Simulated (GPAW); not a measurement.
Consider wurtzite (GaN)1-x(AlN)x, x = 0.875.

```xyz
16
Lattice="6.2432 0.0000 0.0000 0.0000 5.4068 0.0000 0.0000 0.0000 5.0074" Properties=species:S:1:pos:R:3 pbc="T T T"
Al    0.0173    0.0057    0.0101
N     0.0002    1.8030    0.6088
Al    0.0112    1.8068    2.5089
N     0.0562    0.0312    3.1242
Al    1.5571    2.7039    0.0070
N     1.5640    4.4984    0.6091
Al    1.5605    4.5024    2.5075
N     1.5574    2.7157    3.1088
Al    3.1102    0.0058    0.0079
N     3.1138    1.8027    0.6067
Al    3.1032    1.8073    2.5061
N     3.0640    0.0315    3.1225
Al    4.6787    2.6848    0.0079
N     4.6851    4.5029    0.5239
Ga    4.6818    4.5091    2.5101
N     4.6785    2.6361    3.1204
```

Absorber: atom 2, with 4 Al at 1.89 Å (tetrahedral). Method: GPAW, revPBE, excited-electron core hole (neutral cell), 16-atom cell with 5.0 Å between holes, 4×4×5 k points, dipole transitions, Gaussian full width 0.9 eV up to 4 eV, rising linearly to 3.5 eV at 25 eV.

Q: Where do the maxima of the N K edge fall?

Main maxima up to 23 eV above the zero (height): 2.6 eV (1.86), 5.2 eV (2.25), 7.5 eV (1.90), 11.2 eV (0.71) and 21.2 eV (1.21). A K edge sees empty p states on the absorber. The total-energy difference is 407.54 eV. One term is added: -7.82 eV, since the hole is spin-paired here and a spin-polarised one costs that much less in the free atom (computed apart). The photon energy is then 399.72 eV. The functional leaves an error of a few eV in such absolute values.

The N K spectrum (energy from the bottom of the conduction band, which holds the excited electron; intensity scaled to a mean of 1 over the first 20 eV):

```tsv
E (eV)	isotropic	ε ∥ x	ε ∥ y	ε ∥ z
-2.00	0.00	0.00	0.00	0.00
-1.25	0.00	0.00	0.00	0.00
-0.50	0.00	0.00	0.00	0.00
0.25	0.01	0.02	0.01	0.01
1.00	0.14	0.16	0.12	0.13
1.75	0.87	0.93	0.73	0.93
2.50	1.84	1.90	1.73	1.90
3.25	1.57	1.50	1.67	1.55
4.00	1.52	1.45	1.81	1.31
4.75	2.06	2.19	2.36	1.64
5.50	2.12	2.27	2.18	1.90
6.25	1.64	1.77	1.43	1.71
7.00	1.76	1.56	1.49	2.22
7.75	1.84	1.59	1.63	2.31
8.50	1.30	1.14	1.27	1.48
9.25	0.84	0.89	0.96	0.66
10.00	0.67	0.79	0.84	0.38
10.75	0.70	0.84	0.79	0.47
11.50	0.70	0.79	0.68	0.63
12.25	0.57	0.56	0.50	0.65
13.00	0.42	0.37	0.36	0.52
13.75	0.37	0.34	0.35	0.44
14.50	0.44	0.42	0.44	0.45
15.25	0.50	0.48	0.52	0.49
16.00	0.52	0.49	0.53	0.55
16.75	0.59	0.52	0.57	0.66
17.50	0.73	0.68	0.70	0.81
18.25	0.91	0.91	0.89	0.94
19.00	1.05	1.11	1.05	1.00
19.75	1.13	1.22	1.16	1.03
20.50	1.18	1.26	1.23	1.06
21.25	1.21	1.26	1.27	1.09
22.00	1.17	1.20	1.21	1.10
22.75	1.07	1.07	1.07	1.07
23.50	0.93	0.90	0.89	1.00
```

The holes are only 5.0 Å apart, so the shape is probably not converged with cell size; no larger cell was run here. The mesh is coarse (0.29 Å⁻¹ between points), so small maxima may be mesh ripples. Lifetime broadening is put in by hand, and intensities beyond about 20 eV depend on it and on the partial waves.

[Banner, clock and machine lines of the logs are left out without a mark of their own.]

[Logs are printed without paths, hosts, clocks, repeated set-up lines and the standing remarks that a program may print on its own settings, such as how far it seeks lower states.]

[Hosts, paths, dates, database ids (printed as entryN), source tags and the programs' standing remarks are cut or masked in the printed files.]

[Lists of maxima count a maximum above −3 eV only where it reaches 4 % of the highest in the window and stands out from its surroundings by 2 % of it (1.5 % where it reaches 55 %); shoulders and weaker maxima are passed over, and of the rest the first, up to two pre-edge ones and the few strongest are named.]
